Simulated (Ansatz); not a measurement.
## GaI3 (model cell, started as ReO3 type): phonons and vibrational spectra

How does GaI3 (model cell, started as ReO3 type) vibrate, and is this structure a minimum?

Method: DFT PBEsol, scalar-relativistic, plane waves, PAW, in Ansatz 0.2.0.

The structure was built from a prototype and need not be the compound's stable phase.

### Step 1. Starting point

Symmetry: Pm-3m, No. 221, cubic system. The conventional cell has a = 5.471 Å, b = 5.471 Å, c = 5.471 Å, α = 90.00°, β = 90.00°, γ = 90.00°. Nearest to Ga lie 6 I at 2.74 Å. I has 2 Ga at 2.74 Å nearest. Farther neighbours and most contacts between anions are not listed.

### Step 2. Bringing the structure to rest

The cell and atoms are relaxed, since residual forces and stress would shift the frequencies.

input.yaml reads:

```yaml
crystal:
  lattice:
    - [5.4708, 0.0, 0.0]
    - [0.0, 5.4708, 0.0]
    - [0.0, 0.0, 5.4708]
  atoms:
    - { symbol: Ga, position: [0.0, 0.0, 0.0] }
    - { symbol: I, position: [0.5, 0.0, 0.0] }
    - { symbol: I, position: [0.0, 0.5, 0.0] }
    - { symbol: I, position: [0.0, 0.0, 0.5] }
kpoints:
  mp_grid: { grid: [8, 8, 8] }
hamiltonian:
  xc: pbesol
scf:
  occupations: { method: gaussian, width: 0.1 }
output:
  forces: true
  stress: true
  eigenvalues: true
  write_density: true
  write_potential: true
  elf: true
  volumetric_format: npy
relax:
  adjacent_minimum: "off"
  f_tol: 0.005
  max_steps: 80
  cell: { stress_tol: 0.05 }
```

The run is started by

```
> ansatz run input.yaml --threads 4 --pin off --max-ram 7168MiB --backend cpu --events-out ev --progress --plain --runs-dir out
```

Numbers of over 12 decimals in the logs are rounded to 6 here.

Log:

```text
Engine: ansatz 0.2.0, aarch64-unknown-linux-gnu
Pseudopotentials: kind: paw
Pseudopotential: Ga, paw, valence charge 13, recommended cutoff 420 eV (normal), Ga.paw.azcp
Pseudopotential: I, paw, valence charge 17, recommended cutoff 420 eV (normal), I.paw.azcp
Functional definition: PBEsol
  exchange = pbesol_x
  correlation = pbesol_c
Crystal: 4 atoms, lattice volume = 163.739 Å³
Basis set: ecut = 420 eV, 3191 PW (Γ), exchange–correlation on 80×80×80 points (8 copies of the dense FFT grid, shifted against one another)
Bands: 39, of which v1, the nominal top of the filled ones, is band 32 counted from 1 (31 counted from 0)
Symmetry: 48 space group operations
Space group: Pm-3m (ITA 221), of the structure as read, at distance tolerance 5.5e-5 Å
k-points: 35 of 512
Non-local potential: Ga, projectors of the file, l = 0: 2, l = 1: 2, l = 2: 3, l = 3: 1
Non-local potential: I, projectors of the file, l = 0: 2, l = 1: 2, l = 2: 2, l = 3: 2
PAW form: soft (Blöchl's): semilocal exchange-correlation on the pseudo side does not see the compensation charge
PAW frozen core: Ga, regenerated for the run's functional, and the local potential with it (the file was generated under x = pbe(κ = 0.804, μ = 0.219515), c = pbe(β = 0.066725))
PAW frozen core: I, regenerated for the run's functional, and the local potential with it (the file was generated under x = pbe(κ = 0.804, μ = 0.219515), c = pbe(β = 0.066725))
PAW one-centre angular grid: Ga, 590 points (default); XC on 64 Gauss nodes
PAW one-centre angular grid: I, 590 points (default); XC on 64 Gauss nodes
Initial density: superposition of atomic densities (neutral atoms: chi_scale 0, normalization atom), corrected by the library's trained network
Initial wavefunctions: pseudopotential atomic-orbital guess
Functional: x = pbesol(κ = 0.804, μ = 0.123457), c = pbesol(β = 0.046)
SCF iter   1: F=—  HF=-26040.513995 eV  |F-HF|=—  |Δ(HF+E_count)|=         —  Δρ=2.69e-3  dr2=1.04e-2  ethr=1.77e-3  ⟨swp⟩=8.2  Hψ=6337  notcnv=0  defer=18
preconditioner: auto → LDOS  [metal: Δε(μ)=0.038 eV  Ē_g=13.044 eV  σ=0.100 eV  W_gap=0.21  n_scr=32 (ndim 8)  ℏωp=16.9 eV  f_vac=0.249  D(μ)=4.06/eV (n_scr^D=26)  β→1.0]
SCF iter   2: F=—  HF=-26040.512633 eV  |F-HF|=—  |Δ(HF+E_count)|=   1.36e-3  Δρ=1.66e-3  dr2=3.78e-3  ethr=1.62e-5  ⟨swp⟩=2.0  Hψ=2408  notcnv=0  defer=58
SCF iter   3: F=—  HF=-26040.510533 eV  |F-HF|=—  |Δ(HF+E_count)|=   2.10e-3  Δρ=7.06e-4  dr2=5.35e-4  ethr=5.90e-6  ⟨swp⟩=2.0  Hψ=1893  notcnv=0  defer=58
SCF iter   4: F=—  HF=-26040.510129 eV  |F-HF|=—  |Δ(HF+E_count)|=   4.04e-4  Δρ=1.43e-4  dr2=3.55e-5  ethr=8.35e-7  ⟨swp⟩=2.0  Hψ=1764  notcnv=0  defer=58
SCF iter   5: F=—  HF=-26040.510137 eV  |F-HF|=—  |Δ(HF+E_count)|=   8.73e-6  Δρ=2.96e-5  dr2=1.50e-6  ethr=5.54e-8  ⟨swp⟩=2.0  Hψ=1891  notcnv=0  defer=58
SCF iter   6: F=—  HF=-26040.510138 eV  |F-HF|=—  |Δ(HF+E_count)|=   7.07e-7  Δρ=9.89e-6  dr2=1.79e-7  ethr=2.34e-9  ⟨swp⟩=3.0  Hψ=2433  notcnv=0  defer=58
SCF iter   7: F=-26040.510138 eV  HF=-26040.510138 eV  |F-HF|=1.65e-9  |Δ(HF+E_count)|=   8.93e-8  Δρ=1.51e-6  dr2=2.54e-9  ethr=1.56e-10  ⟨swp⟩=16.2  Hψ=10332  notcnv=0
SCF 1 converged in 7 iterations: F = -26040.510138 eV  dr2 = 2.54e-9
  greatest PAW one-centre occupation: 0.999 electrons in one spin orbital (limit 2), on the I atom at site 3 (counted from 0), in its partial waves of l = 2
relax step   1: F+E_penalty+E_count = -26040.51013809 eV  Δ(F+E_penalty+E_count) = +0.000e0 eV  max|allowed force component| = 1.076e-29 eV/Å  Δτ_max = 0.0000 Å  P = +1.762 GPa  Ω = 163.739 Å³  (7 SCF iters, dr2 threshold 1.00e-7 eV, accepted)
Crystal: 4 atoms, lattice volume = 174.579 Å³
Basis set: ecut = 420 eV, 3407 PW (Γ), exchange–correlation on 80×80×80 points (8 copies of the dense FFT grid, shifted against one another)
Initial density: handed on by an earlier stage of this run
Initial wavefunctions: those handed on with the density
iter 1 solved again at ethr=2.78e-5 eV; its pass at ethr=3.10e-3 eV (dr2=1.78e-2 eV) is discarded
SCF iter   1: F=—  HF=-26040.569545 eV  |F-HF|=—  |Δ(HF+E_count)|=         —  Δρ=1.84e-3  dr2=1.85e-2  ethr=2.78e-5  ⟨swp⟩=2.1  Hψ=7810  notcnv=0
preconditioner: auto → LDOS  [metal: Δε(μ)=0.016 eV  Ē_g=12.852 eV  σ=0.100 eV  W_gap=0.09  n_scr=32 (ndim 8)  ℏωp=16.4 eV  f_vac=0.259  D(μ)=4.34/eV (n_scr^D=26)  β→1.0]
SCF iter   2: F=—  HF=-26040.564854 eV  |F-HF|=—  |Δ(HF+E_count)|=   4.69e-3  Δρ=1.38e-3  dr2=1.60e-3  ethr=2.78e-5  ⟨swp⟩=2.0  Hψ=2143  notcnv=0
SCF iter   3: F=—  HF=-26040.564455 eV  |F-HF|=—  |Δ(HF+E_count)|=   3.99e-4  Δρ=6.26e-4  dr2=5.57e-4  ethr=2.50e-6  ⟨swp⟩=3.0  Hψ=2067  notcnv=0
SCF iter   4: F=—  HF=-26040.563920 eV  |F-HF|=—  |Δ(HF+E_count)|=   5.35e-4  Δρ=2.23e-4  dr2=7.66e-5  ethr=8.70e-7  ⟨swp⟩=2.0  Hψ=1808  notcnv=0
SCF iter   5: F=—  HF=-26040.563859 eV  |F-HF|=—  |Δ(HF+E_count)|=   6.12e-5  Δρ=4.84e-5  dr2=3.60e-6  ethr=1.20e-7  ⟨swp⟩=2.0  Hψ=1823  notcnv=0
SCF iter   6: F=-26040.563856 eV  HF=-26040.563856 eV  |F-HF|=8.26e-8  |Δ(HF+E_count)|=   2.65e-6  Δρ=5.11e-6  dr2=3.73e-8  ethr=6.25e-10  ⟨swp⟩=11.1  Hψ=10900  notcnv=0
SCF 2 converged in 6 iterations: F = -26040.563856 eV  dr2 = 3.73e-8
  greatest PAW one-centre occupation: 0.999 electrons in one spin orbital (limit 2), on the I atom at site 1 (counted from 0), in its partial waves of l = 2
relax step   2: F+E_penalty+E_count = -26040.56385626 eV  Δ(F+E_penalty+E_count) = -5.372e-2 eV  max|allowed force component| = 3.734e-29 eV/Å  Δτ_max = 0.0000 Å  P = -0.019 GPa  Ω = 174.579 Å³  energy of the carried Pulay correction = -1.487e-3 eV  (6 SCF iters, dr2 threshold 4.00e-7 eV, accepted)
Initial wavefunctions: pseudopotential atomic-orbital guess (no wavefunctions were taken with the density)
iter 1 solved again at ethr=5.68e-7 eV; its pass at ethr=3.10e-3 eV (dr2=3.64e-4 eV) is discarded
SCF iter   1: F=—  HF=-26040.537506 eV  |F-HF|=—  |Δ(HF+E_count)|=         —  Δρ=8.91e-4  dr2=4.13e-5  ethr=5.68e-7  ⟨swp⟩=3.0  Hψ=9457  notcnv=0
preconditioner: auto → LDOS  [metal: Δε(μ)=0.019 eV  Ē_g=12.892 eV  σ=0.100 eV  W_gap=0.11  n_scr=32 (ndim 8)  ℏωp=16.4 eV  f_vac=0.257  D(μ)=4.09/eV (n_scr^D=26)  β→1.0]
SCF iter   2: F=—  HF=-26040.565124 eV  |F-HF|=—  |Δ(HF+E_count)|=   2.76e-2  Δρ=5.45e-5  dr2=1.02e-5  ethr=6.46e-8  ⟨swp⟩=4.0  Hψ=2695  notcnv=0
SCF iter   3: F=—  HF=-26040.565063 eV  |F-HF|=—  |Δ(HF+E_count)|=   6.10e-5  Δρ=3.52e-5  dr2=2.00e-6  ethr=1.59e-8  ⟨swp⟩=2.0  Hψ=1953  notcnv=0
SCF iter   4: F=—  HF=-26040.565155 eV  |F-HF|=—  |Δ(HF+E_count)|=   9.19e-5  Δρ=2.44e-5  dr2=7.23e-7  ethr=3.13e-9  ⟨swp⟩=2.3  Hψ=1962  notcnv=0
SCF iter   5: F=—  HF=-26040.565159 eV  |F-HF|=—  |Δ(HF+E_count)|=   4.06e-6  Δρ=2.38e-6  dr2=6.41e-9  ethr=1.13e-9  ⟨swp⟩=2.0  Hψ=1940  notcnv=0
SCF iter   6: F=—  HF=-26040.565159 eV  |F-HF|=—  |Δ(HF+E_count)|=   2.21e-8  Δρ=4.12e-7  dr2=3.74e-10  ethr=1.00e-11  ⟨swp⟩=2.0  Hψ=1962  notcnv=0
SCF iter   7: F=-26040.565159 eV  HF=-26040.565159 eV  |F-HF|=1.27e-10  |Δ(HF+E_count)|=  2.04e-10  Δρ=1.16e-7  dr2=3.53e-11  ethr=1.00e-12  ⟨swp⟩=9.7  Hψ=7807  notcnv=0
SCF 3 converged in 7 iterations: F = -26040.565159 eV  dr2 = 3.53e-11
relax step   3: F+E_penalty+E_count = -26040.56515908 eV  Δ(F+E_penalty+E_count) = -1.303e-3 eV  max|allowed force component| = 4.418e-29 eV/Å  Δτ_max = 0.0000 Å  P = -0.025 GPa  Ω = 174.579 Å³  stress off target by 2.50e-2 GPa  SCF on the basis re-selected at this cell (its energy is not comparable with the rows above)  (7 SCF iters)
basis re-selected at this cell: Δ(F+E_penalty+E_count) = -1.303e-3 eV, ΔP = -0.006 GPa vs the last step (what re-selecting the basis moved, of the pressure what is left beyond the Pulay correction that the steps carried, after the strain that the cell walked since its last selection, with what the two solves' SCF thresholds leave and, on support functions, any second-order correction that the steps lacked; it is no m [...]
WARN: The input density's exchange-correlation potential varies sharply where the density is thin. Do not read a vacuum level from v_tot or v_xc, or from such a field of the output density. On a cell that repeats whose density bears no net charge and no dipole along the vacuum's axis use v_es (v_loc + v_h of the components); under efield.dipole_correction with no amplitude use v_es + v_field, which holds any external [...]
SCF converged after 7 iterations
Free energy (F): -26040.565159 eV
Harris-Foulkes:  -26040.565159 eV  (|F-HF|=1.27e-10)
Internal energy: -26040.544640 eV  (E = F + TS)
E sigma→0 (E₀):  -26040.554899 eV
Entropy (-TS):   -0.020519 eV (-5.130 meV/atom)
Fermi energy:    3.288905 eV
--- Per-component energies (eV) ---
  E_band       = -1372.621732
  E_kinetic    = 681.617919
  E_local      = -9938.574615  (includes V_loc(G=0)·N_el)
  E_nonlocal   = 158.918126
  E_hartree    = 4913.289571
  E_xc         = -447.809507
  E_vxc        = -440.334302  (∫ρ·V_xc dr)
  E_paw        = -16158.335212  (= ΣΔE_a)
  E_vpaw       = -1660.828036  (= ΣTr[D̂ρ^β])
  E_aug_tail   = -0.000100  (compensation charges beyond the density's cutoff)
  E_ewald      = -5251.750226
  E_core_change = 2.099404  (= ΣΔE_core)
  E_smearing   = -0.020519  (= −TS)
  E_closure    = 0.000000  (closes the sum)
  Σ components = -26040.565159   (vs F -26040.565159, Δ=0.00e0)
--- Forces (eV/Å), atoms counted from 1 ---
  atom   1  Ga     0.00000000     0.00000000     0.00000000
  atom   2  I     -0.00000000     0.00000000    -0.00000000
  atom   3  I      0.00000000     0.00000000    -0.00000000
  atom   4  I      0.00000000    -0.00000000     0.00000000
  max |Σ_I F_I| component: 3.16e-29 eV/Å
--- Stress (GPa, compression-positive) ---
       -0.024992       0.000000       0.000000
        0.000000      -0.024992       0.000000
        0.000000       0.000000      -0.024992
  P = ⅓ Tr σ = -0.0250 GPa (-0.250 kbar)
--- Band table (eV; the first three rows and the last of 35) ---
  k-point 0: bands = [... 28 lower, 2.4705, 2.4705, 2.7178, 2.7178, 2.7178, 8.0873, 9.0514, 9.0514, ... 3 higher]
  k-point 1: bands = [... 28 lower, 2.4207, 2.4363, 2.6766, 2.6766, 2.7394, 8.2617, 9.0841, 9.2619, ... 3 higher]
  k-point 2: bands = [... 28 lower, 2.2483, 2.3565, 2.6353, 2.6353, 2.9561, 8.6836, 9.1693, 9.2362, ... 3 higher]
  k-point 34: bands = [... 28 lower, 2.2819, 3.4692, 3.4692, 3.4692, 5.9538, 5.9538, 5.9538, 6.7431, ... 3 higher]
--- Relaxed structure (2 steps of the walk, 2 accepted, 1 SCFs on fresh bases) ---
  F+E_penalty+E_count = -26040.56515908 eV   max|allowed force component| = 4.418e-29 eV/Å   (the final SCF, on the basis selected at the relaxed cell)
  cell:  # Å, volume = 174.5789 Å³
    - [5.588955, 0, 0.0]
    - [0, 5.588955, 0.0]
    - [0.0, 0.0, 5.588955]
  atoms:
    - { symbol: Ga, position: [0, 0, 0] }
    - { symbol: I, position: [0.500000, 0, 0] }
    - { symbol: I, position: [0, 0.500000, 0] }
    - { symbol: I, position: [0.0, 0, 0.500000] }
```

Wall time 14 s (4 threads of Arm Neoverse V2, shared host); peak memory 0.6 GiB; 50 s of CPU time.

The steps of the relaxation:

```
step  energy less that of the first step (eV)  largest force component (eV/Å)  pressure (GPa)  volume (Å³)
   1                                   0.0000                          0.0000            1.76       163.74
   2                                  -0.0537                          0.0000           -0.02       174.58
  3*                                  -0.0550                          0.0000           -0.02       174.58
```

Relaxation steps marked * repeat the geometry before them on a plane-wave basis chosen anew for their cell, so energy and pressure can jump there.

Forces are held to the 48 operations that the run works with; a distortion that breaks them can't arise in this run.

```
conventional cell, symmetrised  before  after  change
                         a (Å)   5.471  5.589  +2.2 %
                         b (Å)   5.471  5.589  +2.2 %
                         c (Å)   5.471  5.589  +2.2 %
              volume (Å³/atom)   40.93  43.64  +6.6 %
```

The relaxed structure:

```cif
data_structure
_symmetry_space_group_name_H-M 'P 1'
_symmetry_Int_Tables_number 1
_cell_length_a 5.5890
_cell_length_b 5.5890
_cell_length_c 5.5890
_cell_angle_alpha 90.000
_cell_angle_beta 90.000
_cell_angle_gamma 90.000
_cell_volume 174.58
loop_
_atom_site_label
_atom_site_type_symbol
_atom_site_fract_x
_atom_site_fract_y
_atom_site_fract_z
_atom_site_occupancy
Ga1 Ga 0.00000 0.00000 0.00000 1
I2 I 0.50000 0.00000 0.00000 1
I3 I 0.00000 0.50000 0.00000 1
I4 I 0.00000 0.00000 0.50000 1
```

Numbers from this step:

- pressure: -0.02499 GPa
- volume per atom: 43.64 Å³
- gap on the k-mesh: 0 eV

ELF in the ac plane at fractional y = 0.000, with atoms of Ga and I within 0.2 Å of it. It is the smooth field of the valence electrons, not physical close to the nuclei.

Values, 15 rows by 15 columns, each cell a mean:
```
0.05 0.13 0.25 0.39 0.59 0.58 0.40 0.24 0.27 0.51 0.60 0.52 0.30 0.21 0.07
0.19 0.23 0.24 0.32 0.53 0.63 0.60 0.53 0.56 0.62 0.62 0.43 0.27 0.24 0.21
0.30 0.29 0.24 0.19 0.34 0.63 0.72 0.72 0.72 0.70 0.51 0.24 0.20 0.27 0.30
0.54 0.49 0.34 0.16 0.13 0.37 0.67 0.77 0.74 0.54 0.23 0.12 0.24 0.43 0.52
0.60 0.61 0.59 0.39 0.13 0.10 0.28 0.48 0.41 0.18 0.08 0.23 0.51 0.62 0.60
0.47 0.57 0.66 0.67 0.37 0.08 0.05 0.09 0.07 0.04 0.18 0.54 0.70 0.62 0.51
0.25 0.40 0.65 0.76 0.63 0.21 0.02 0.01 0.01 0.07 0.41 0.74 0.72 0.56 0.27
0.38 0.34 0.64 0.77 0.69 0.27 0.03 0.01 0.01 0.09 0.48 0.77 0.72 0.53 0.24
0.33 0.50 0.66 0.74 0.51 0.13 0.03 0.03 0.02 0.05 0.28 0.67 0.72 0.60 0.40
0.57 0.60 0.65 0.54 0.21 0.06 0.13 0.27 0.21 0.08 0.10 0.37 0.63 0.63 0.58
0.60 0.58 0.46 0.23 0.10 0.21 0.51 0.69 0.63 0.37 0.13 0.13 0.34 0.53 0.59
0.40 0.37 0.26 0.15 0.23 0.54 0.74 0.77 0.76 0.67 0.39 0.16 0.19 0.32 0.39
0.25 0.25 0.24 0.26 0.46 0.65 0.66 0.64 0.65 0.66 0.59 0.34 0.24 0.24 0.25
0.09 0.18 0.25 0.37 0.58 0.60 0.50 0.34 0.40 0.57 0.61 0.49 0.29 0.23 0.13
0.16 0.09 0.25 0.40 0.60 0.57 0.33 0.38 0.25 0.47 0.60 0.54 0.30 0.19 0.05
```
Columns run along a (5.6 Å), rows up along c (5.6 Å). Atoms in or near the plane, at fractional coordinates: Ga at (0.00, 0.00), I at (0.50, 0.00), I at (0.00, 0.50).

Valence density in the ac plane at fractional y = 0.000, with atoms of Ga and I within 0.2 Å of it. It is the smooth field of the valence electrons, not physical close to the nuclei.

Ten steps, logarithmic in the rise over the least value, from '_' (0 e/Å³) to '@' (36 e/Å³), each cell a mean:
```
%%++::....::++####==::....--##
--::..__..::--====::..____..--
....______....::::..________..
....________________________..
::....____________________..::
++--::..________________..::==
##**::..________________::==##
%%**--..________________::==##
**==::..________________..--++
--::..__________________..::::
....______________________....
....________........________..
::..______..::--::::..____..::
**--......::==****--......::++
@@**::....--**%%##++::....--%%
```
Columns run along a (5.6 Å), rows up along c (5.6 Å). Atoms in or near the plane, at fractional coordinates: Ga at (0.00, 0.00), I at (0.50, 0.00), I at (0.00, 0.50).

Electrostatic potential energy in the ac plane at fractional y = 0.000, with atoms of Ga and I within 0.2 Å of it. With pseudopotentials it is smooth inside the atoms' cores, unlike the true potential.

Values in eV, 15 rows by 15 columns, each cell a mean:
```
-19 -20 -10   1  -1 -14  -6   8   4 -13  -8   1  -3 -17 -20
-18 -13  -3   4   3  -7 -15 -11 -13 -13  -1   4   2  -8 -17
 -4  -1   3   6   6   3  -3  -8  -6   0   5   6   5   2  -3
  1   2   5   7   8   7   6   5   5   7   7   7   6   4   1
-10  -5   2   6   8   9   8   8   8   9   8   7   5  -1  -8
-11 -15  -7   4   8   9   9   9   9   9   9   7   0 -13 -13
  8  -4 -13   1   7   9   9   9   9   9   8   5  -6 -13   4
  9   1 -14   0   7   9   9   9   9   9   8   5  -8 -11   8
  0 -12 -11   2   8   9   9   9   9   9   8   6  -3 -15  -6
-15 -12  -2   5   8   9   9   9   9   9   9   7   3  -7 -14
 -3   0   4   7   8   8   8   7   7   8   8   8   6   3  -1
  0   2   5   7   7   5   2   0   1   4   6   7   6   4   1
-12  -7   1   5   4  -2 -11 -14 -13  -7   2   5   3  -3 -10
-20 -18  -7   2   0 -12 -12   1  -4 -15  -5   2  -1 -13 -20
-19 -20 -12   0  -3 -15   0   9   8 -11 -10   1  -4 -18 -19
```
Columns run along a (5.6 Å; values clipped at the 3rd and 97th percentile), rows up along c (5.6 Å). Atoms in or near the plane, at fractional coordinates: Ga at (0.00, 0.00), I at (0.50, 0.00), I at (0.00, 0.50).

In this step the volume went from 40.93 to 43.64 Å³/atom.

### Step 3. Tight relaxation

Phonons need a cell at rest on their own settings, so the relaxation is repeated with tight tolerances on forces and stress on the k mesh and occupations of the first response run.

input.yaml, the sections that differ from step 2:

```yaml
crystal:
  lattice:
    - [5.5889551427, 0.0, 0.0]
    - [0.0, 5.5889551427, 0.0]
    - [0.0, 0.0, 5.5889551427]
  atoms:
    - { symbol: Ga, position: [0.0, 0.0, 0.0] }
    - { symbol: I, position: [0.5, 0.0, 0.0] }
    - { symbol: I, position: [0.0, 0.5, 0.0] }
    - { symbol: I, position: [0.0, 0.0, 0.5] }
scf:
  occupations: { method: methfessel_paxton, width: 0.15 }
relax:
  adjacent_minimum: "off"
  f_tol: 0.001
  max_steps: 60
  cell: { stress_tol: 0.01 }
# kpoints, hamiltonian, output: as in step 2
```

Log:

```text
[...]
Crystal: 4 atoms, lattice volume = 174.579 Å³
Basis set: ecut = 420 eV, 3407 PW (Γ), exchange–correlation on 80×80×80 points (8 copies of the dense FFT grid, shifted against one another)
Bands: 39, of which v1, the nominal top of the filled ones, is band 32 counted from 1 (31 counted from 0)
Symmetry: 48 space group operations
[...]
k-points: 35 of 512
[...]
--- Relaxed structure (2 steps of the walk, 2 accepted, 1 SCFs on fresh bases) ---
[...]
cell:  # Å, volume = 174.3666 Å³
    - [5.586689, 0.0, 0.0]
    - [0.0, 5.586689, 0.0]
    - [0.0, 0.0, 5.586689]
  atoms:
    - { symbol: Ga, position: [0, 0, 0] }
    - { symbol: I, position: [0.500000, 0, 0] }
    - { symbol: I, position: [0, 0.500000, 0] }
    - { symbol: I, position: [0, 0, 0.500000] }
[key lines of the parts left out:]
SCF converged after 6 iterations
Free energy (F): -26040.557889 eV
Fermi energy:    3.299200 eV
P = ⅓ Tr σ = -0.0034 GPa (-0.034 kbar)
```

Elapsed: 18 s, on 4 threads; peak memory 0.6 GiB; 47 s of CPU time.

Little changed from the start: no atom moved by 0.005 Å and no cell edge by 0.1 %.

This step gave:

* pressure: -0.003366 GPa
* volume per atom: 43.59 Å³

Valence density in the ac plane at fractional y = 0.000, with atoms of Ga and I within 0.2 Å of it. It is the smooth field of the valence electrons, not physical close to the nuclei.

Ten steps, logarithmic in the rise over the least value, from '0' (0 e/Å³) to '9' (36 e/Å³), each cell a mean:
```
852112577421137
321012344210013
110001122100001
110000000000001
211000000000012
532100000000124
762100000000247
863100000000247
642100000000135
321000000000122
110000000000011
110000111100001
210001232210012
631112466311125
962113687521138
```
Columns run along a (5.6 Å), rows up along c (5.6 Å). Atoms in or near the plane, at fractional coordinates: Ga at (0.00, 0.00), I at (0.50, 0.00), I at (0.00, 0.50).

ELF in the ac plane at fractional y = 0.000, with atoms of Ga and I within 0.2 Å of it. It is the smooth field of the valence electrons, not physical close to the nuclei.

Ten even steps from '0' (0.01) to '9' (0.77), each cell a mean:
```
013577533676320
223468767875332
333248999963233
664214899721356
777411365212677
678840010027986
358982000059973
448983000169963
468961000038975
778620132014887
775212688411467
543126999842245
333358888874333
123477645776321
213577443676320
```
Columns run along a (5.6 Å), rows up along c (5.6 Å). Atoms in or near the plane, at fractional coordinates: Ga at (0.00, 0.00), I at (0.50, 0.00), I at (0.00, 0.50).

Electrostatic potential energy in the ac plane at fractional y = 0.000, with atoms of Ga and I within 0.2 Å of it. With pseudopotentials it is smooth inside the atoms' cores, unlike the true potential.

Ten even steps from '0' (-20 eV) to '9' (9 eV), each cell a mean:
```
003761498237510
025774122268741
567887544688875
678999888999887
347899999999863
214899999999622
952699999998428
972699999998429
622799999998514
126899999999741
568999999999876
678898766889877
247886222478753
004762275147620
002651699236500
```
Columns run along a (5.6 Å; values clipped at the 3rd and 97th percentile), rows up along c (5.6 Å). Atoms in or near the plane, at fractional coordinates: Ga at (0.00, 0.00), I at (0.50, 0.00), I at (0.00, 0.50).

The forces vanish by symmetry and the pressure is -0.003 GPa, within the tolerances set. The cell now holds 43.59 Å³/atom.

[end of part 1 of 2]

[Logs are printed without paths, hosts, clocks, repeated set-up lines and the standing remarks that a program may print on its own settings, such as how far it seeks lower states.]

[Hosts, paths, dates, database ids (printed as entryN), source tags and the programs' standing remarks are cut or masked in the printed files.]
